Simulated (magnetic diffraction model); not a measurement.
**LaY3NiS7 below its ordering temperature**

Space group P6_3 (no. 173), a = 9.8090 Å, c = 6.9840 Å.

```
site  atom       x       y       z
  2b    La     1/3     2/3  0.8195
  6c     Y  0.6303  0.8504  0.2763
  2a    Ni       0       0  0.4990
  2b     S     1/3     2/3  0.4279
  6c     S  0.4992  0.5674  0.0352
  6c     S  0.7757  0.9025  0.6646
```

This is a made-up structure (elements placed in a structure type, unrelaxed), so the numbers test the method and describe no known phase.

Only Ni is taken to order (form factors of Ni2+); orders and moment sizes are assumed, and not adapted to the symmetry. Radiation: neutrons of λ = 4.2 Å, 8° to 80°; isotropic B of 0.27 Å² (La), 0.34 Å² (Y), 0.43 Å² (Ni) and 0.44 Å² (S). Simulated constant-wavelength pattern: nuclear and magnetic terms add, the magnetic one as |2.695 fm × Σ f S⊥ exp(2πi Q·r) exp(−B s²)|², summed over all Q at one angle with the factor 1/(sin²θ cos θ). For collinear order S is the moment m, which repeats by lattice and centring translations R with the sign exp(−2πi k·R). Free-ion form factors, Sears's scattering lengths of 1992, no absorption; a label names one of the reflections at its angle. The strongest nuclear line in the range is 100, and lines under 0.2 are left out.

Above the ordering temperature:

```
2θ (°)    index      I
 28.62  (1 0 0)   31.6
 45.82  (1 0 1)    3.9
 50.70  (1 1 0)   30.3
 63.10  (1 1 1)   11.8
 70.71  (2 0 1)  100.0
 73.94  (0 0 2)    6.3
```

Below it (cell unchanged):

```csv
2θ (°),I
17.29,4.2
28.62,31.6
33.64,4.2
45.82,3.9
50.70,30.3
53.62,0.4
53.98,1.4
61.91,1.7
62.23,1.1
63.10,11.8
70.71,100.0
73.94,6.3
76.91,1.0
```

**Question.** Find the propagation vector, then choose among these models:
A. collinear moments along [101], 1.52 μB on Ni; signs + at (0, 0, 0.4990), − at (0, 0, 0.9990)
B. collinear moments along [100], 1.52 μB on Ni; signs + at (0, 0, 0.4990), + at (0, 0, 0.9990)
C. collinear moments along [100], 1.52 μB on Ni; signs + at (0, 0, 0.4990), − at (0, 0, 0.9990)
D. collinear moments along [101], 1.52 μB on Ni; signs + at (0, 0, 0.4990), + at (0, 0, 0.9990)

The new lines index as (0 0 1/2) at 17.29°, (1 0 1/2) at 33.64°, (0 0 3/2) at 53.62° and (1 1 1/2) at 53.98°, that is as H ± k with k = (0 0 1/2). Half indices mean that the moments reverse under translations with k·R a half-integer, and the magnetic cell has twice the primitive volume.

Magnetic intensity, observed (below minus above) and for each model:

| 2θ (°) | index | observed | A | B | C | D |
| --- | --- | --- | --- | --- | --- | --- |
| 17.29 | (0 0 1/2) | 4.2 | 2.8 | 4.2 | 4.2 | 2.8 |
| 33.64 | (1 0 1/2) | 4.2 | 4.4 | 4.2 | 4.2 | 4.4 |
| 53.98 | (1 1 1/2) | 1.4 | 1.7 | 1.4 | 1.4 | 1.7 |
| 61.91 | (1 0 3/2) | 1.7 | 1.3 | 1.7 | 1.7 | 1.3 |
| 62.23 | (2 0 1/2) | 1.1 | 1.3 | 1.1 | 1.1 | 1.3 |
| 76.91 | (1 1 3/2) | 1.0 | 0.9 | 1.0 | 1.0 | 0.9 |

Models B and C match alike on every line, so these data can't choose among them (such ties are often domains of one structure).

The structure used: k = (0 0 1/2), collinear moments along [100], 1.52 μB on Ni; signs + at (0, 0, 0.4990), + at (0, 0, 0.9990).

[Logs are printed without paths, hosts, clocks, repeated set-up lines and the standing remarks that a program may print on its own settings, such as how far it seeks lower states.]
